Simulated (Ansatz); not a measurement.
# Σ3 (112) boundary in bcc Ta: structure and resistance

Wanted: what the Σ3 (112) boundary in bcc Ta costs an interconnect.

Calculated with Ansatz 0.2.0; Ansatz plane-wave DFT, r2SCAN, PAW files; relaxation of a bicrystal slab with its lowest layers held; PAW set soft_1, in the first sound run; inputs show where later runs differ.

## 1. The starting structure

The cell holds 15 atoms: 15 Ta. Cell: a = 2.860 Å, b = 4.671 Å, c = 29.876 Å, α = 90.0°, β = 90.0°, γ = 90.0°. It derives from Ta. built on the (1 1 2) plane; 1 overlapping atoms removed and the grains opened by 0 Å. Vacuum lies along c.

## 2. Relaxing the bicrystal

The boundary is built by mirroring the lower grain in the boundary plane and removing any atoms that overlap. A thin bicrystal slab is relaxed first, with the lowest layers held and the upper grain free to shift and open.

The input, input.yaml:

```yaml
crystal:
  lattice:
    - [2.8601008575, 0.0, 0.0]
    - [0.0, 4.6705251426, 0.0]
    - [0.0, 0.0, 29.8757026388]
  atoms:
    - { symbol: Ta, position: [0.0, 0.0, 0.1673600805] }
    - { symbol: Ta, position: [0.3333333333, 0.5, 0.2124892107] }
    - { symbol: Ta, position: [0.6666666667, 0.0, 0.2576183409] }
    - { symbol: Ta, position: [0.0, 0.5, 0.3027474711] }
    - { symbol: Ta, position: [0.3333333333, 0.0, 0.3478766013] }
    - { symbol: Ta, position: [0.6666666667, 0.5, 0.3930057315] }
    - { symbol: Ta, position: [0.0, 0.0, 0.4381348617] }
    - { symbol: Ta, position: [0.6666666667, 0.5, 0.4832639919] }
    - { symbol: Ta, position: [0.3333333333, 0.0, 0.5283931221] }
    - { symbol: Ta, position: [0.0, 0.5, 0.5735222523] }
    - { symbol: Ta, position: [0.6666666667, 0.0, 0.6186513825] }
    - { symbol: Ta, position: [0.3333333333, 0.5, 0.6637805127] }
    - { symbol: Ta, position: [0.0, 0.0, 0.7089096429] }
    - { symbol: Ta, position: [0.6666666667, 0.5, 0.7540387731] }
    - { symbol: Ta, position: [0.3333333333, 0.0, 0.7991679033] }
kpoints:
  mp_grid: { grid: [8, 5, 1] }
hamiltonian:
  xc: r2scan
  pseudopotentials: { kind: paw, azcp: { folder: soft_1 } }
scf:
  occupations: { method: fermi_dirac, width: 0.1 }
relax:
  f_tol: 0.03
  max_steps: 80
  constraints: [{ sites: [0, 1, 2] }]
```

Run with:

```console
$ ansatz run input.yaml --threads 4 --pin off --max-ram 15360MiB --backend cpu --events-out ev --progress --plain --runs-dir out
```

Numbers of over 12 decimals in the logs are rounded to 6 here.

Log:

```text
Engine: ansatz 0.2.0, aarch64-unknown-linux-gnu
Pseudopotentials: kind: paw
Pseudopotential: Ta, paw, valence charge 13, recommended cutoff 500 eV (meta_gga), soft_1/Ta.paw.azcp
Functional definition: r2SCAN
  parameter k0 = 0.174
  parameter k1 = 0.065
  parameter a1 = 4.9479
  exchange = r2scan_x(k0 = k0, k1 = k1, a1 = a1)
  correlation = r2scan_c
Crystal: 15 atoms, lattice volume = 399.085 Å³
Basis set: ecut = 500 eV, 10123 PW (Γ), exchange–correlation on 96×144×900 points (64 copies of the dense FFT grid, shifted against one another)
Bands: 117, of which v1, the nominal top of the filled ones, is band 98 counted from 1 (97 counted from 0)
Symmetry: 2 space group operations
Space group: Pm (ITA 6), of the structure as read, at distance tolerance 7.4e-5 Å
k-points: 15 of 40 (time reversal used)
Non-local potential: Ta, projectors of the file, l = 0: 3, l = 1: 2, l = 2: 2, l = 3: 1
PAW form: soft (Blöchl's): semilocal exchange-correlation on the pseudo side does not see the compensation charge
PAW frozen core: Ta, regenerated for the run's functional (the file was generated under x = pbe(κ = 0.804, μ = 0.219515), c = pbe(β = 0.066725))
PAW one-centre angular grid: Ta, 590 points (default); XC on 160 Gauss nodes
Initial density: superposition of atomic densities (neutral atoms: chi_scale 0, normalization atom)
Initial wavefunctions: pseudopotential atomic-orbital guess
Functional: x = r2scan, c = r2scan; τ floored in thin density (d = 2e-4 eV/Å³)
SCF iter   1: F=—  HF=-149179.146921 eV  |F-HF|=—  |Δ(HF+E_count)|=         —  Δρ=5.02e-2  dr2=3.30e2  dr2_τ=9.13e-1  ethr=3.10e-3  ⟨swp⟩=9.4  Hψ=8305  notcnv=0  defer=4
preconditioner: auto → LDOS  [metal: Δε(μ)=0.010 eV  Ē_g=4.523 eV  σ=0.100 eV  W_gap=0.02  n_scr=78 (ndim 8)  ℏωp=16.1 eV  f_vac=0.262  D(μ)=11.71/eV (n_scr^D=68)  β→1.0]
SCF iter   2: F=—  HF=-149179.795748 eV  |F-HF|=—  |Δ(HF+E_count)|=   6.49e-1  Δρ=5.14e-2  dr2=4.68e2  dr2_τ=3.30e0  ethr=3.10e-3  ⟨swp⟩=13.9  Hψ=9902  notcnv=0  defer=32
SCF iter   3: F=—  HF=-149172.032472 eV  |F-HF|=—  |Δ(HF+E_count)|=    7.76e0  Δρ=1.11e-2  dr2=9.40e-1  dr2_τ=1.03e-1  ethr=3.10e-3  ⟨swp⟩=10.2  Hψ=6139  notcnv=0  defer=20
SCF iter   4: F=—  HF=-149172.376532 eV  |F-HF|=—  |Δ(HF+E_count)|=   3.44e-1  Δρ=6.13e-3  dr2=3.54e0  dr2_τ=8.70e-3  ethr=4.82e-4  ⟨swp⟩=3.3  Hψ=2810  notcnv=0  defer=27  recentre
SCF iter   5: F=—  HF=-149172.376244 eV  |F-HF|=—  |Δ(HF+E_count)|=   2.88e-4  Δρ=2.06e-3  dr2=5.07e-1  dr2_τ=2.09e-3  ethr=4.82e-4  ⟨swp⟩=2.5  Hψ=1937  notcnv=0  defer=24
SCF iter   6: F=—  HF=-149172.373097 eV  |F-HF|=—  |Δ(HF+E_count)|=   3.15e-3  Δρ=7.81e-4  dr2=6.66e-3  dr2_τ=1.32e-4  ethr=2.60e-4  ⟨swp⟩=2.2  Hψ=1911  notcnv=0  defer=23
SCF iter   7: F=—  HF=-149172.377130 eV  |F-HF|=—  |Δ(HF+E_count)|=   4.03e-3  Δρ=3.20e-4  dr2=1.23e-3  dr2_τ=7.10e-5  ethr=3.42e-6  ⟨swp⟩=3.3  Hψ=3439  notcnv=0  defer=25
SCF iter   8: F=—  HF=-149172.377449 eV  |F-HF|=—  |Δ(HF+E_count)|=   3.19e-4  Δρ=9.93e-5  dr2=1.05e-4  dr2_τ=4.43e-6  ethr=6.30e-7  ⟨swp⟩=2.2  Hψ=3043  notcnv=0  defer=23
SCF iter   9: F=—  HF=-149172.377646 eV  |F-HF|=—  |Δ(HF+E_count)|=   1.96e-4  Δρ=4.47e-5  dr2=4.97e-5  dr2_τ=4.72e-7  ethr=5.38e-8  ⟨swp⟩=2.5  Hψ=2654  notcnv=0  defer=23
SCF iter  10: F=-149172.377661 eV  HF=-149172.377661 eV  |F-HF|=4.15e-7  |Δ(HF+E_count)|=   1.59e-5  Δρ=1.14e-5  dr2=9.60e-7  dr2_τ=1.11e-7  ethr=1.15e-8  ⟨swp⟩=3.2  Hψ=6244  notcnv=0
SCF 1 converged in 10 iterations: F = -149172.377661 eV  dr2 = 9.60e-7
  greatest PAW one-centre occupation: 0.999 electrons in one spin orbital (limit 2), on the Ta atom at site 6 (counted from 0), in its partial waves of l = 0
relax step   1: F+E_penalty+E_count = -149172.37766100 eV  Δ(F+E_penalty+E_count) = +0.000e0 eV  max|allowed force component| = 1.182e0 eV/Å  Δτ_max = 0.0000 Å  (10 SCF iters, dr2 threshold 2.25e-5 eV, accepted)
Initial density: handed on by an earlier stage of this run
Initial wavefunctions: those handed on with the density
SCF iter   1: F=—  HF=-149170.623125 eV  |F-HF|=—  |Δ(HF+E_count)|=         —  Δρ=1.32e-2  dr2=6.71e0  dr2_τ=8.64e0  ethr=3.10e-3  ⟨swp⟩=6.0  Hψ=3959  notcnv=0  defer=29
preconditioner: auto → LDOS  [metal: Δε(μ)=0.012 eV  Ē_g=4.051 eV  σ=0.100 eV  W_gap=0.03  n_scr=78 (ndim 8)  ℏωp=16.1 eV  f_vac=0.273  D(μ)=18.11/eV (n_scr^D=172)  β→1.0]
SCF iter   2: F=—  HF=-149172.622348 eV  |F-HF|=—  |Δ(HF+E_count)|=    2.00e0  Δρ=7.31e-3  dr2=1.01e0  dr2_τ=5.90e-2  ethr=3.10e-3  ⟨swp⟩=2.4  Hψ=2714  notcnv=0  defer=23
SCF iter   3: F=—  HF=-149172.543833 eV  |F-HF|=—  |Δ(HF+E_count)|=   7.85e-2  Δρ=2.42e-3  dr2=2.51e-1  dr2_τ=3.87e-3  ethr=5.17e-4  ⟨swp⟩=3.2  Hψ=3255  notcnv=0  defer=25
SCF iter   4: F=—  HF=-149172.537777 eV  |F-HF|=—  |Δ(HF+E_count)|=   6.06e-3  Δρ=7.17e-4  dr2=2.53e-2  dr2_τ=7.15e-4  ethr=1.29e-4  ⟨swp⟩=2.1  Hψ=2096  notcnv=0  defer=24
SCF iter   5: F=—  HF=-149172.537811 eV  |F-HF|=—  |Δ(HF+E_count)|=   3.38e-5  Δρ=2.10e-4  dr2=8.13e-4  dr2_τ=5.48e-5  ethr=1.30e-5  ⟨swp⟩=2.0  Hψ=2243  notcnv=0  defer=24
SCF iter   6: F=—  HF=-149172.537848 eV  |F-HF|=—  |Δ(HF+E_count)|=   3.64e-5  Δρ=7.85e-5  dr2=9.82e-5  dr2_τ=2.06e-6  ethr=4.17e-7  ⟨swp⟩=2.1  Hψ=2505  notcnv=0  defer=24
SCF iter   7: F=-149172.537863 eV  HF=-149172.537870 eV  |F-HF|=7.73e-6  |Δ(HF+E_count)|=   2.27e-5  Δρ=3.49e-5  dr2=1.64e-5  dr2_τ=8.29e-7  ethr=4.48e-8  ⟨swp⟩=5.0  Hψ=5704  notcnv=0
SCF 2 converged in 7 iterations: F = -149172.537863 eV  dr2 = 1.64e-5
relax step   2: F+E_penalty+E_count = -149172.53786257 eV  Δ(F+E_penalty+E_count) = -1.602e-1 eV  max|allowed force component| = 9.418e-1 eV/Å  Δτ_max = 0.1949 Å  (7 SCF iters, dr2 threshold 8.73e-5 eV, accepted)
iter 1 solved again at ethr=6.10e-4 eV; its pass at ethr=3.10e-3 eV (dr2=1.19e0 eV) is discarded
SCF iter   1: F=—  HF=-149171.810212 eV  |F-HF|=—  |Δ(HF+E_count)|=         —  Δρ=5.80e-3  dr2=1.25e0  dr2_τ=2.20e0  ethr=6.10e-4  ⟨swp⟩=1.7  Hψ=5329  notcnv=0  defer=25
preconditioner: auto → LDOS  [metal: Δε(μ)=0.016 eV  Ē_g=4.026 eV  σ=0.100 eV  W_gap=0.04  n_scr=78 (ndim 8)  ℏωp=16.1 eV  f_vac=0.271  D(μ)=18.32/eV (n_scr^D=180)  β→1.0]
SCF iter   2: F=—  HF=-149172.643122 eV  |F-HF|=—  |Δ(HF+E_count)|=   8.33e-1  Δρ=3.33e-3  dr2=1.39e-1  dr2_τ=1.22e-2  ethr=6.10e-4  ⟨swp⟩=2.2  Hψ=2635  notcnv=0  defer=25
SCF iter   3: F=—  HF=-149172.633834 eV  |F-HF|=—  |Δ(HF+E_count)|=   9.29e-3  Δρ=1.12e-3  dr2=2.89e-2  dr2_τ=8.58e-4  ethr=7.11e-5  ⟨swp⟩=2.0  Hψ=3142  notcnv=0  defer=25
SCF iter   4: F=—  HF=-149172.632674 eV  |F-HF|=—  |Δ(HF+E_count)|=   1.16e-3  Δρ=2.83e-4  dr2=1.91e-3  dr2_τ=1.52e-4  ethr=1.48e-5  ⟨swp⟩=2.1  Hψ=2310  notcnv=0  defer=25
SCF iter   5: F=—  HF=-149172.632655 eV  |F-HF|=—  |Δ(HF+E_count)|=   1.87e-5  Δρ=9.61e-5  dr2=7.71e-5  dr2_τ=3.16e-6  ethr=9.79e-7  ⟨swp⟩=2.0  Hψ=2304  notcnv=0  defer=25
SCF iter   6: F=-149172.632657 eV  HF=-149172.632665 eV  |F-HF|=7.83e-6  |Δ(HF+E_count)|=   9.63e-6  Δρ=3.29e-5  dr2=1.32e-5  dr2_τ=3.79e-7  ethr=2.84e-8  ⟨swp⟩=5.0  Hψ=6140  notcnv=0
SCF 3 converged in 6 iterations: F = -149172.632657 eV  dr2 = 1.32e-5
relax step   3: F+E_penalty+E_count = -149172.63265723 eV  Δ(F+E_penalty+E_count) = -9.479e-2 eV  max|allowed force component| = 1.353e-1 eV/Å  Δτ_max = 0.0886 Å  (6 SCF iters, dr2 threshold 5.54e-5 eV, accepted)
[...]
relax step   4: F+E_penalty+E_count = -149172.63901239 eV  Δ(F+E_penalty+E_count) = -6.355e-3 eV  max|allowed force component| = 1.916e-1 eV/Å  Δτ_max = 0.0973 Å  (8 SCF iters, dr2 threshold 1.14e-6 eV, accepted)
[...]
relax step   5: F+E_penalty+E_count = -149172.65255301 eV  Δ(F+E_penalty+E_count) = -1.354e-2 eV  max|allowed force component| = 1.659e-1 eV/Å  Δτ_max = 0.2000 Å  (8 SCF iters, dr2 threshold 2.30e-6 eV, accepted)
[...]
relax step   6: F+E_penalty+E_count = -149172.65515202 eV  Δ(F+E_penalty+E_count) = -2.599e-3 eV  max|allowed force component| = 2.192e-1 eV/Å  Δτ_max = 0.1829 Å  (6 SCF iters, dr2 threshold 2.06e-5 eV, accepted)
[...]
relax step   7: F+E_penalty+E_count = -149172.67165789 eV  Δ(F+E_penalty+E_count) = -1.651e-2 eV  max|allowed force component| = 1.221e-1 eV/Å  Δτ_max = 0.0586 Å  (5 SCF iters, dr2 threshold 3.60e-5 eV, accepted)
[...]
relax step   8: F+E_penalty+E_count = -149172.67578973 eV  Δ(F+E_penalty+E_count) = -4.132e-3 eV  max|allowed force component| = 4.690e-2 eV/Å  Δτ_max = 0.0570 Å  (6 SCF iters, dr2 threshold 4.63e-6 eV, accepted)
[...]
relax step   9: F+E_penalty+E_count = -149172.67829398 eV  Δ(F+E_penalty+E_count) = -2.504e-3 eV  max|allowed force component| = 2.985e-2 eV/Å  Δτ_max = 0.0969 Å  (9 SCF iters, accepted)
SCF iter   1: F=—  HF=-149172.293231 eV  |F-HF|=—  |Δ(HF+E_count)|=         —  Δρ=2.06e-3  dr2=1.22e-1  dr2_τ=9.13e-1  ethr=1.09e-3  ⟨swp⟩=4.2  Hψ=3281  notcnv=0  defer=22
preconditioner: auto → LDOS  [metal: Δε(μ)=0.010 eV  Ē_g=4.022 eV  σ=0.100 eV  W_gap=0.02  n_scr=78 (ndim 8)  ℏωp=16.1 eV  f_vac=0.269  D(μ)=19.26/eV (n_scr^D=190)  β→1.0]
SCF iter   2: F=—  HF=-149172.678374 eV  |F-HF|=—  |Δ(HF+E_count)|=   3.85e-1  Δρ=1.11e-3  dr2=8.32e-2  dr2_τ=6.51e-4  ethr=6.26e-5  ⟨swp⟩=2.0  Hψ=3681  notcnv=0  defer=22
SCF iter   3: F=—  HF=-149172.678765 eV  |F-HF|=—  |Δ(HF+E_count)|=   3.91e-4  Δρ=3.02e-4  dr2=4.56e-3  dr2_τ=2.37e-5  ethr=4.27e-5  ⟨swp⟩=1.0  Hψ=1733  notcnv=0  defer=22
SCF iter   4: F=—  HF=-149172.678926 eV  |F-HF|=—  |Δ(HF+E_count)|=   1.61e-4  Δρ=9.52e-5  dr2=9.76e-5  dr2_τ=7.00e-6  ethr=2.34e-6  ⟨swp⟩=1.5  Hψ=1784  notcnv=0  defer=22
SCF iter   5: F=—  HF=-149172.678816 eV  |F-HF|=—  |Δ(HF+E_count)|=   1.10e-4  Δρ=2.22e-5  dr2=2.48e-6  dr2_τ=2.49e-7  ethr=5.00e-8  ⟨swp⟩=2.1  Hψ=3026  notcnv=0  defer=22
SCF iter   6: F=—  HF=-149172.678817 eV  |F-HF|=—  |Δ(HF+E_count)|=   1.13e-6  Δρ=7.66e-6  dr2=1.34e-6  dr2_τ=2.80e-8  ethr=1.27e-9  ⟨swp⟩=2.8  Hψ=3268  notcnv=0  defer=22
SCF iter   7: F=—  HF=-149172.678817 eV  |F-HF|=—  |Δ(HF+E_count)|=   9.26e-8  Δρ=3.07e-6  dr2=3.06e-7  dr2_τ=3.50e-9  ethr=6.90e-10  ⟨swp⟩=2.1  Hψ=2597  notcnv=0  defer=22
SCF iter   8: F=-149172.678817 eV  HF=-149172.678817 eV  |F-HF|=1.39e-8  |Δ(HF+E_count)|=   2.97e-8  Δρ=9.10e-7  dr2=1.72e-8  dr2_τ=2.47e-10  ethr=5.13e-11  ⟨swp⟩=5.1  Hψ=5954  notcnv=0
SCF 10 converged in 8 iterations: F = -149172.678817 eV  dr2 = 1.72e-8
relax step  10: F+E_penalty+E_count = -149172.67881685 eV  Δ(F+E_penalty+E_count) = -5.229e-4 eV  max|allowed force component| = 1.041e-2 eV/Å  Δτ_max = 0.0425 Å  (8 SCF iters, accepted)
iter 1 solved again at ethr=8.81e-12 eV; its pass at ethr=3.10e-3 eV (dr2=1.72e-8 eV) is discarded
SCF iter   1: F=—  HF=-149172.678817 eV  |F-HF|=—  |Δ(HF+E_count)|=         —  Δρ=9.10e-7  dr2=1.72e-8  dr2_τ=2.47e-10  ethr=8.81e-12  ⟨swp⟩=2.5  Hψ=6793  notcnv=0  defer=21
preconditioner: auto → LDOS  [metal: Δε(μ)=0.008 eV  Ē_g=4.022 eV  σ=0.100 eV  W_gap=0.02  n_scr=78 (ndim 8)  ℏωp=16.1 eV  f_vac=0.269  D(μ)=19.28/eV (n_scr^D=190)  β→1.0]
SCF iter   2: F=-149172.678817 eV  HF=-149172.678817 eV  |F-HF|=2.82e-9  |Δ(HF+E_count)|=   1.95e-9  Δρ=4.35e-7  dr2=3.33e-9  dr2_τ=6.70e-11  ethr=8.81e-12  ⟨swp⟩=3.9  Hψ=4299  notcnv=0
SCF 11 converged in 2 iterations: F = -149172.678817 eV  dr2 = 3.33e-9
SCF converged after 2 iterations
Free energy (F): -149172.678817 eV
Harris-Foulkes:  -149172.678817 eV  (|F-HF|=2.82e-9)
Internal energy: -149172.047988 eV  (E = F + TS)
E sigma→0 (E₀):  -149172.363403 eV
Entropy (-TS):   -0.630828 eV (-42.055 meV/atom)
Fermi energy:    11.320068 eV
--- Per-component energies (eV) ---
  E_band       = -3157.753791
  E_kinetic    = 5906.737140
  E_local      = -141432.561052  (includes V_loc(G=0)·N_el)
  E_nonlocal   = -156.410045
  E_hartree    = 68890.308020
  E_xc         = -4574.034430
  E_vxc        = -3888.040509  (∫ρ·V_xc dr)
  E_paw        = -124990.966017  (= ΣΔE_a)
  E_vpaw       = -1563.713803  (= ΣTr[D̂ρ^β])
  E_aug_tail   = 0.000894  (compensation charges beyond the density's cutoff)
  E_vtau       = 195.604358  (kinetic-family band-sum trace: ∫τ·v_τ [+ j·A + Jᵃ·Aᵃ] dr)
  E_ewald      = 47196.225569
  E_core_change = -11.348066  (= ΣΔE_core)
  E_smearing   = -0.630828  (= −TS)
  E_closure    = 0.000000  (closes the sum)
  Σ components = -149172.678817   (vs F -149172.678817, Δ=0.00e0)
--- Forces (eV/Å), atoms counted from 1 ---
  atom   1  Ta    -0.35050308     0.00000000     1.20783049
  atom   2  Ta     0.36979520     0.00000000    -0.44008024
  atom   3  Ta    -0.01585907     0.00000000    -0.76789651
  atom   4  Ta    -0.00060325     0.00000000    -0.00384395
  atom   5  Ta     0.00114037     0.00000000    -0.00246347
  atom   6  Ta    -0.00448913     0.00000000    -0.00106346
  atom   7  Ta     0.00003534     0.00000000     0.00561222
  atom   8  Ta    -0.00014391     0.00000000     0.00682372
  atom   9  Ta     0.00450793     0.00000000     0.00101918
  atom  10  Ta     0.00109428     0.00000000    -0.00127422
  atom  11  Ta     0.00446017     0.00000000     0.01001339
  atom  12  Ta     0.00029048     0.00000000    -0.00073175
  atom  13  Ta    -0.00706643     0.00000000    -0.01041445
  atom  14  Ta     0.00536689     0.00000000    -0.00885903
  atom  15  Ta    -0.00799816     0.00000000     0.00534505
  max |Σ_I F_I| component: 2.76e-5 eV/Å
--- Relaxed structure (10 steps of the walk, 10 accepted, 0 SCFs on fresh bases) ---
  F+E_penalty+E_count = -149172.67881685 eV   max|allowed force component| = 1.041e-2 eV/Å
  atoms:
    - { symbol: Ta, position: [0.0, 0.0, 0.1673600805] }
    - { symbol: Ta, position: [0.3333333333, 0.5, 0.2124892107] }
    - { symbol: Ta, position: [0.6666666667, 0.0, 0.2576183409] }
    - { symbol: Ta, position: [0.00289039, 0.5, 0.303277] }
    - { symbol: Ta, position: [0.341967, 0.0, 0.347987] }
    - { symbol: Ta, position: [0.677634, 0.5, 0.392027] }
    - { symbol: Ta, position: [-0.024259, 0.0, 0.439030] }
    - { symbol: Ta, position: [0.472580, 0.5, 0.484448] }
    - { symbol: Ta, position: [0.160632, 0.0, 0.531082] }
    - { symbol: Ta, position: [-0.166776, 0.5, 0.575138] }
    - { symbol: Ta, position: [0.493026, 0.0, 0.620760] }
    - { symbol: Ta, position: [0.150263, 0.5, 0.665457] }
    - { symbol: Ta, position: [-0.189564, 0.0, 0.710744] }
    - { symbol: Ta, position: [0.503717, 0.5, 0.757228] }
    - { symbol: Ta, position: [0.090945, 0.0, 0.795240] }
```

Wall time 10 min (4 threads of Arm Neoverse N1, shared host); peak memory 2.3 GiB.

The steps of the relaxation:

| step | energy less that of the first step (eV) | largest force component (eV/Å) |
| --- | --- | --- |
| 1 | 0.0000 | 1.1816 |
| 2 | -0.1602 | 0.9418 |
| 3 | -0.2550 | 0.1353 |
| 4 | -0.2614 | 0.1916 |
| 5 | -0.2749 | 0.1659 |
| 6 | -0.2775 | 0.2192 |
| 7 | -0.2940 | 0.1221 |
| 8 | -0.2981 | 0.0469 |
| 9 | -0.3006 | 0.0298 |
| 10 | -0.3012 | 0.0104 |

Forces are held to the 2 operations that the run works with; a distortion that breaks them can't arise in this run.

The atoms that moved most (Å):

| atom | dx | dy | dz | length |
| --- | --- | --- | --- | --- |
| Ta15 | -0.693 | 0.000 | -0.117 | 0.703 |
| Ta8 | -0.555 | 0.000 | 0.035 | 0.556 |
| Ta13 | -0.542 | 0.000 | 0.055 | 0.545 |
| Ta12 | -0.524 | 0.000 | 0.050 | 0.526 |
| Ta11 | -0.497 | 0.000 | 0.063 | 0.501 |
| Ta9 | -0.494 | 0.000 | 0.080 | 0.500 |
| Ta10 | -0.477 | 0.000 | 0.048 | 0.479 |
| Ta14 | -0.466 | 0.000 | 0.095 | 0.476 |

Final coordinates:

```cif
data_structure
_symmetry_space_group_name_H-M 'P 1'
_symmetry_Int_Tables_number 1
_cell_length_a 2.8601
_cell_length_b 4.6705
_cell_length_c 29.8757
_cell_angle_alpha 90.000
_cell_angle_beta 90.000
_cell_angle_gamma 90.000
_cell_volume 399.08
loop_
_atom_site_label
_atom_site_type_symbol
_atom_site_fract_x
_atom_site_fract_y
_atom_site_fract_z
_atom_site_occupancy
Ta1 Ta 0.00000 0.00000 0.16736 1
Ta2 Ta 0.33333 0.50000 0.21249 1
Ta3 Ta 0.66667 0.00000 0.25762 1
Ta4 Ta 0.00289 0.50000 0.30328 1
Ta5 Ta 0.34197 0.00000 0.34799 1
Ta6 Ta 0.67763 0.50000 0.39203 1
Ta7 Ta 0.97574 0.00000 0.43903 1
Ta8 Ta 0.47258 0.50000 0.48445 1
Ta9 Ta 0.16063 0.00000 0.53108 1
Ta10 Ta 0.83322 0.50000 0.57514 1
Ta11 Ta 0.49303 0.00000 0.62076 1
Ta12 Ta 0.15026 0.50000 0.66546 1
Ta13 Ta 0.81044 0.00000 0.71074 1
Ta14 Ta 0.50372 0.50000 0.75723 1
Ta15 Ta 0.09095 0.00000 0.79524 1
```

Numbers from this step:

- free energy: -149172.6788 eV
- energy at zero smearing: -149172.3634 eV
- Fermi energy: 11.32 eV

The largest force component on a free atom ends at 0.010 eV/Å, under the tolerance of 0.03, after 10 steps.

[end of part 1 of 3]

[Logs are printed without paths, hosts, clocks, repeated set-up lines and the standing remarks that a program may print on its own settings, such as how far it seeks lower states.]

[Hosts, paths, dates, database ids (printed as entryN), source tags and the programs' standing remarks are cut or masked in the printed files.]
